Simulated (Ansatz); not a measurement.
# CH3 on Zr(0001), fcc start, 2x2 cell: work function, bands and core levels, part 2 of 2

Wanted: core-level shifts and unfolded surface bands for CH3 on Zr(0001), fcc start, 2x2 cell.

Ansatz 0.2.0; DFT, PBE, plane-wave PAW, default files, scalar-relativistic.

So far, work function, upper face (eV): step 2 (the clean face) 4.16; step 3 (relaxing the atoms) 3.61.

## 4. Bands by layer (continued)

The DOS has structure finer than the step of the table below, so its rows give means over 1 eV, whole bins alone (the curve runs from -29.3 to 1.32 eV). Peaks (eV: height): total -27.2: 89.6, -26.7: 103, -6.9: 13.3, 0.9: 34.3; Zr 4d -1.9: 20.5, -0.8: 25.4, 0.3: 25.8, 0.9: 30.1; Zr 5s -3.2: 4.61, -2.7: 6.56, -2.2: 4.42, -0.8: 2.28; Zr 5p* -0.7: 1.07, 0.4: 2.20; C 2p -6.9: 7.34, -4.2: 2.13.

* holds the states left over by the projection beside any projected weight of its own. DOS against E, zero at the Fermi level; means over each step; 7 of 8 lines; values in states/eV/cell:

```csv
E (eV),total,Zr 4d,Zr 5s,Zr 5p*,C 2p,H 1s,C 2s
-28,0.295,0.00255,0.00194,0,1.3e-4,8.3e-5,5.0e-5
-27,75.9,0.660,0.473,0,0.0291,0.0161,0.00743
-26,19.8,0.0869,0.0307,0,0.00111,4.9e-4,1.8e-4
-25,0,0,0,0,0,0,0
-24,0,0,0,0,0,0,0
-23,0,0,0,0,0,0,0
-22,0,0,0,0,0,0,0
-21,0,0,0,0,0,0,0
-20,0,0,0,0,0,0,0
-19,0,0,0,0,0,0,0
-18,0,0,0,0,0,0,0
-17,0,0,0,0,0,0,0
-16,0,0,0,0,0,0,0
-15,0,0,0,0,0,0,0
-14,1.97,0.0663,0.0483,0.0158,0.0421,0.753,1.01
-13,0.0265,8.9e-4,6.5e-4,2.1e-4,5.7e-4,0.0101,0.0136
-12,0,0,0,0,0,0,0
-11,0,0,0,0,0,0,0
-10,0,0,0,0,0,0,0
-9,0,0,0,0,0,0,0
-8,0,0,0,0,0,0,0
-7,3.98,0.193,0.0880,0.0743,2.20,1.42,6.5e-6
-6,0.0190,9.0e-4,0.00122,3.4e-4,0.0101,0.00649,0
-5,1.10,0.0423,0.907,0.0179,0.116,0.0122,0.00247
-4,3.72,0.519,2.06,0.0900,0.929,0.0722,0.0523
-3,8.27,3.86,4.07,0.202,0.106,0.0178,0.0196
-2,18.6,14.8,3.27,0.394,0.0748,0.0314,0.0172
-1,22.3,19.8,1.54,0.759,0.107,0.0265,0.0188
0,24.9,21.4,1.86,1.48,0.0721,0.0878,0.0263
```

Simulated valence spectra by photon energy, shown to 13 eV, since a deeper line would dwarf them at some energies; the 100 % can be that line's tail at the edge; this run's widths, added to any smearing of the DOS itself: Gaussian 0.1 eV, Lorentzian 0.2 eV plus 0.05 an eV of depth. Table of intensity by binding energy, zero at the Fermi level; values in % of the maximum within 13 eV:

```csv
binding energy (eV),21.2 eV,150 eV,1486.7 eV,5950 eV,8047.8 eV
-1.0,2.57,2.85,3.26,4.86,4.35
-0.5,5.85,6.16,6.56,8.21,7.21
0.0,51.0,51.3,51.4,51.8,43.7
0.5,84.0,85.2,84.2,84.0,70.9
1.0,91.1,90.4,91.2,85.9,70.6
1.5,65.7,66.1,67.1,69.8,59.9
2.0,70.9,74.4,75.5,98.9,92.7
2.5,46.2,51.8,54.2,96.9,98.3
3.0,18.0,24.3,25.1,67.3,72.9
3.5,9.25,15.1,13.3,45.3,50.3
4.0,11.3,19.0,10.6,37.9,42.2
4.5,7.26,12.7,7.51,29.3,32.7
5.0,2.99,5.52,4.54,18.2,20.0
5.5,2.32,3.50,2.74,8.85,9.20
6.0,3.65,4.55,2.27,6.22,6.11
6.5,13.2,14.6,2.73,6.50,6.25
7.0,20.5,22.3,3.15,7.06,6.74
7.5,4.72,5.60,2.10,5.44,5.09
8.0,1.79,2.54,1.93,5.21,4.84
8.5,0.988,1.73,1.92,5.27,4.86
9.0,0.650,1.44,1.96,5.43,4.99
9.5,0.472,1.35,2.02,5.65,5.18
10.0,0.365,1.36,2.11,5.92,5.42
10.5,0.294,1.46,2.22,6.24,5.70
11.0,0.244,1.67,2.36,6.62,6.04
11.5,-,2.06,2.53,7.07,6.45
12.0,-,2.82,2.76,7.62,6.94
12.5,-,4.52,3.12,8.38,7.63
```

Maxima picked by a test of local sharpness, so broad peaks and shoulders can be missing; peaks within 0.45 eV of a curve's cut are left out. Valence peaks, by row:

```csv
photon energy (eV),binding energy (eV),height (% of the maximum within 13 eV),main shell,its share (%)
21.2,6.85,25.34,C 2p,59.33
21.2,4.15,11.93,C 2p,55.93
21.2,1.85,74.36,Zr 4d,98.46
21.2,0.8,100,Zr 4d,98.59
21.2,0.2,76.98,Zr 4d,98.56
150,26.75,206.9,Zr 4p,99.11
150,13.8,32.23,C 2s,90.41
150,6.85,27.4,C 2p,75.07
150,4.15,19.98,C 2p,45.69
150,1.9,77.17,Zr 4d,89.84
150,0.8,100,Zr 4d,93.59
150,0.2,77.74,Zr 4d,93.45
1487,26.75,782,Zr 4p,99.78
1487,13.8,6.826,C 2s,47.32
1487,1.9,77.94,Zr 4d,88.73
1487,0.8,100,Zr 4d,93.68
1487,0.2,77.67,Zr 4d,92.53
5950,26.75,2294,Zr 4p,99.84
5950,13.8,14.47,Zr 4p,63.48
5950,6.8,7.565,Zr 4p,51.35
5950,2.55,97.42,Zr 5s,68.92
5950,2.15,100,Zr 5s,56.59
5950,0.75,96.36,Zr 4d,63.6
8048,26.75,2086,Zr 4p,99.81
8048,13.8,13.05,Zr 4p,63.98
8048,6.8,7.263,Zr 4p,48.61
8048,2.6,100,Zr 5s,80.27
8048,2.25,96.67,Zr 5s,71.47
8048,0.75,80.33,Zr 4d,50.31
```

The planar mean, electrostatic potential oscillates, so the rows of the table below give means over windows of 1 Å about each position, cut where the curve ends. Its maxima inside the range that stand out by 2 % of the span (Å: eV): 8.8: -0.0514, 11.4: 0.162, 13.9: -0.753. Its minima: 7.4: -18.1, 10.2: -17.8, 12.7: -17.9, 15.2: -17.8.

From the Fermi level. The planar mean, electrostatic potential by z; means over each step:

z (Å), planar mean, electrostatic potential (eV) and a bar from the least value:
```
        0        3.9 ##############################
        1        4.1 ##############################
        2        4.2 ##############################
        3        4.2 ##############################
        4        4.1 ##############################
        5        3.8 #############################
        6        1.6 ##########################
        7      -10.9 #######
        8      -10.5 #######
        9       -2.3 ####################
       10      -15.2 
       11       -4.0 #################
       12       -6.4 ##############
       13      -13.8 ##
       14       -2.4 ####################
       15      -14.3 #
       16       -6.3 ##############
       17       -0.1 #######################
       18        2.5 ###########################
       19        3.6 #############################
       20        3.6 #############################
       21        3.6 #############################
       22        3.6 #############################
       23        3.6 #############################
       24        3.7 #############################
```

The intensity has structure finer than the step of the table below, so its rows give means over 2 eV, whole bins alone (the curve runs from -29.3 to 1.43 eV). Peaks (eV: height): C K -6.9: 99.4, -4.2: 47.8; C K, E along x -6.9: 148; C K, E along y -6.9: 148; C K, E along z -4.2: 139; Zr L-beta2 -1.1: 100.0.

Shapes are the site's partial DOS without matrix elements, which overweights lines from ligand s bands. Intensity against emission energy less the core level's binding energy, zero at the Fermi level; means over each step; values in % of the unpolarised maximum:

```csv
emission energy less the core level's binding energy (eV),C K,"C K, E along x","C K, E along y","C K, E along z",Zr L-beta2
-28,0.390,0.330,0.330,0.508,1.07
-26,0.391,0.354,0.353,0.465,1.19
-24,0.0963,0.0943,0.0943,0.100,0.545
-22,0.0740,0.0764,0.0764,0.0690,0.389
-20,0.0852,0.0888,0.0888,0.0779,0.391
-18,0.118,0.118,0.118,0.119,0.455
-16,0.230,0.172,0.172,0.347,0.591
-14,1.16,0.281,0.281,2.93,0.857
-12,0.593,0.551,0.551,0.676,1.09
-10,1.20,1.62,1.62,0.381,1.61
-8,23.9,35.4,35.4,0.781,2.96
-6,42.1,59.2,59.2,7.81,6.38
-4,30.6,2.41,2.41,86.9,22.9
-2,6.33,1.75,1.75,15.5,80.1
0,3.40,1.22,1.22,7.66,66.6
```

Recipe: projected DOS times atomic cross section and asymmetry factor (linear light, 10° from the polarisation), occupied states only, Fermi edge at 20 K, a Lorentzian width of 0.2 eV growing by 0.05 eV per eV of binding energy, and a resolution of 0.1 eV. Each atom is damped by exp[−depth/(λ cos θ)], θ = 30° from the normal, λ from the universal curve. Curves are cut 10 eV under the photon energy, above any shell that the free atom's threshold puts out of reach, or at the lower edge of the window: 11.2 eV at 21.2 eV, 29.3 eV at 150 eV, 29.3 eV at 1486.7 eV, 29.3 eV at 5950 eV and 29.3 eV at 8047.8 eV. A star in tables and legends marks shells that hold the states left over by the projection (0.7 % of the filled ones), a stand-in for orbitals that the files don't project on. Matrix elements of the solid and inelastic losses aren't modelled, nor non-dipole terms, which matter above 3 keV.

Share of each shell in the spectrum's area (%), by photon energy:

```csv
shell,21.2 eV,150 eV,1486.7 eV,5950 eV,8047.8 eV
H 1s,3.6,0.8,0.0,0.0,0.0
C 2s,0.1,5.6,0.2,0.1,0.1
C 2p,8.9,3.8,0.0,0.0,0.0
Zr 5s,0.3,2.8,1.4,3.4,4.3
Zr 4p,0.0,60.9,88.4,94.1,93.8
Zr 4d,87.0,26.0,9.8,2.3,1.7
```

Regions along c: top from 14.0 to 21.5 Å, middle from 10.4 to 13.9 Å, bottom from 3.5 to 10.4 Å.

States with weight above 0.08 nearest the zero at K of the zone, within the window kept, -6.9 to 1.6 eV (levels that the program groups as degenerate share a row):

```csv
E (eV),"weight, total","weight, top","weight, middle","weight, bottom"
-0.65,0.55,0.13,0.42,0.00
-0.09,0.57,0.54,0.01,0.01
0.05,0.83,0.61,0.13,0.10
0.06,0.99,0.01,0.35,0.63
0.14,1.00,0.00,0.01,0.98
0.17,0.51,0.24,0.16,0.11
0.27,0.91,0.00,0.15,0.76
0.31,0.09,0.00,0.03,0.06
0.33,0.36,0.28,0.05,0.03
0.54,0.13,0.12,0.01,0.01
```

States with weight above 0.08 nearest the zero at Γ of the zone, within the window kept, -6.9 to 1.6 eV (levels that the program groups as degenerate share a row):

```csv
E (eV),"weight, total","weight, top","weight, middle","weight, bottom"
-0.19,0.94,0.23,0.22,0.49
0.08,0.86,0.37,0.02,0.46
0.33,0.17,0.05,0.05,0.07
0.53,0.86,0.09,0.18,0.59
0.63,0.11,0.08,0.03,0.00
0.63,0.11,0.08,0.03,0.00
0.67,0.95,0.18,0.48,0.29
0.84,0.90,0.32,0.22,0.35
0.84,0.90,0.32,0.22,0.35
0.88,0.88,0.05,0.44,0.39
```

The largest force component on a free atom is 0.007 eV/Å, so the atoms are at rest for these settings too. At the Fermi level the DOS is 27.58 states/eV a cell, and on the broadened curves Zr 4d holds 86 % of the total there.

## 5. Core holes

XPS shifts tell sites apart. Each chosen atom gets a core hole in a self-consistent pass of its own.

input.yaml reads:

```yaml
crystal:
  lattice:
    - [6.46, 0.0, 0.0]
    - [3.23, 5.5945241084, 0.0]
    - [0.0, 0.0, 24.365]
  atoms:
    - { symbol: H, position: [0.346310769, 0.0768316257, 0.7167372502] }
    - { symbol: H, position: [0.0771282484, 0.3461045357, 0.7167253503] }
    - { symbol: H, position: [0.0770312506, 0.0769415262, 0.7167263419] }
    - { symbol: C_h, position: [0.1668329726, 0.166621074, 0.69656979] }
    - { symbol: Zr, position: [-0.0021451166, -0.0017294723, 0.6255990474] }
    - { symbol: Zr_h, position: [0.504102029, -0.002093372, 0.6256139688] }
    - { symbol: Zr, position: [-0.0021467824, 0.5039377892, 0.6255971729] }
    - { symbol: Zr_h, position: [0.4998257944, 0.5000507718, 0.6218179571] }
    - { symbol: Zr, position: [0.838005335, 0.3309632704, 0.5234071056] }
    - { symbol: Zr, position: [0.3309072604, 0.3310194038, 0.5234182875] }
    - { symbol: Zr, position: [0.8332577365, 0.8333566675, 0.5225919162] }
    - { symbol: Zr, position: [0.330963748, 0.8380568714, 0.5234207339] }
    - { symbol: Zr_h, position: [0.0, 0.0, 0.4139134] }
    - { symbol: Zr, position: [0.5, 0.0, 0.4139134] }
    - { symbol: Zr, position: [0.0, 0.5, 0.4139134] }
    - { symbol: Zr, position: [0.5, 0.5, 0.4139134] }
    - { symbol: Zr, position: [0.833333333, 0.333333333, 0.307818592] }
    - { symbol: Zr, position: [0.333333333, 0.333333333, 0.307818592] }
    - { symbol: Zr, position: [0.833333333, 0.833333333, 0.307818592] }
    - { symbol: Zr, position: [0.333333333, 0.833333333, 0.307818592] }
kpoints:
  mp_grid: { grid: [6, 6, 1] }
scf:
  occupations: { method: fermi_dirac, width: 0.05 }
  n_extra_bands: 16
hamiltonian:
  xc: pbe
  pseudopotentials: { kind: paw }
output:
  forces: true
  write_potential: true
  volumetric_format: []
  core_levels:
    shells: { C_h: "1s", Zr_h: "3d" }
    counted_from: fermi_level
    add_spin: always
efield:
  axis: 3
  dipole_correction: true
```

Run with:

```bash
$ ansatz run input.yaml --threads 8 --pin off --max-ram 20480MiB --backend cpu --events-out ev --progress --plain --runs-dir out
```

Run time: 17 min. Hardware: 8 threads of Arm Neoverse V1, shared host; peak memory 5.5 GiB.

Levels are total-energy differences with one electron taken from the core. The electron goes to the Fermi level, so the difference is a binding energy from E_F. The hole's nearest image is 6.5 Å away.

```csv
atom,region,shell,level (eV),shift (eV),j lines (eV),doubts
C4,adsorbate,1s,283.25,-,-,-
Zr6,layer 1,3d,177.98,+0.13,179.41 / 177.03,-
Zr8,layer 1,3d,177.94,+0.08,179.37 / 176.98,-
Zr13,layer 3,3d,177.85,+0.00,179.28 / 176.90,-
```

Levels of p, d and f shells are means over their two j lines, weighted by degeneracy; the splitting comes from the atom's own solve. Shifts count from the last listed atom of each element.

The Zr 3d lines of the listed atoms alone (other atoms of the cell aren't counted), as Gaussians 0.3 eV wide, no depth weighting. The intensity by Zr 3d level; read off at these points:

Zr 3d level (eV), intensity (%) and a bar:
```
  176.250          0 
  176.500          0 
  176.750         29 #########
  176.968        100 ##############################
  177.000         98 #############################
  177.250         13 ####
  177.500          0 
  177.750          0 
  178.000          0 
  178.250          0 
  178.500          0 
  178.750          0 
  179.000          3 #
  179.250         50 ###############
  179.366         66 ####################
  179.500         38 ############
  179.750          1 
  180.000          0
```

## 6. Outcome

| Quantity | Value |
| --- | --- |
| work function | 3.61 eV (other face 4.17 eV) |
| change from the clean face | -0.55 eV |
| Zr 4d centre of the filled part above −10 eV, from the plotted curve, layer 1 | -1.31 eV |
| Zr 4d centre of the filled part above −10 eV, from the plotted curve, layer 3 | -1.36 eV |
| Zr core shifts among the listed atoms, from the last listed one | +0.00 to +0.13 eV |

In words: The Fermi level of CH3 on Zr(0001), fcc start, 2x2 cell lies 3.61 eV (other face 4.17 eV) below the vacuum, a change of -0.55 eV from the clean face. Only the strongest levels a point were stored, too few to count surface states. After relaxation C4 stands 1.75 Å above the top layer, bonded to 3 Zr atoms at 2.56 Å. The bare lower face differs from the lower face of the clean 1×1 slab by 0.01 eV, a measure of the error from mesh and slab. Core shifts: Zr +0.00 to +0.13 eV. At 21.2 eV the valence spectrum has its highest listed peaks within 10.8 eV at 0.2 eV (Zr 4d), 0.8 eV (Zr 4d), 1.9 eV (Zr 4d) and 6.8 eV (C 2p). At 1486.7 eV the valence spectrum has its highest listed peaks within 13 eV at 0.2 eV (Zr 4d), 0.8 eV (Zr 4d) and 1.9 eV (Zr 4d), and the deeper Zr 4p line at 26.8 eV is higher still (without the spin–orbit splitting that a measurement shows). The shell named is the one with most of the intensity, cross sections included, not always the one with most states there. The slab's own atoms span 7.7 Å, so bulk bands appear as a few quantum-well levels, and states of the two faces can mix. The program warns of density or levels in the vacuum in some of these runs, so vacuum levels and energy differences can be a little off.

[Logs are printed without paths, hosts, clocks, repeated set-up lines and the standing remarks that a program may print on its own settings, such as how far it seeks lower states.]

[Hosts, paths, dates, database ids (printed as entryN), source tags and the programs' standing remarks are cut or masked in the printed files.]

[Maps of the electrostatic potential energy from Ansatz leave out the sawtooth potential of an applied field or a dipole correction, so their vacuum need not be flat; work functions include it.]
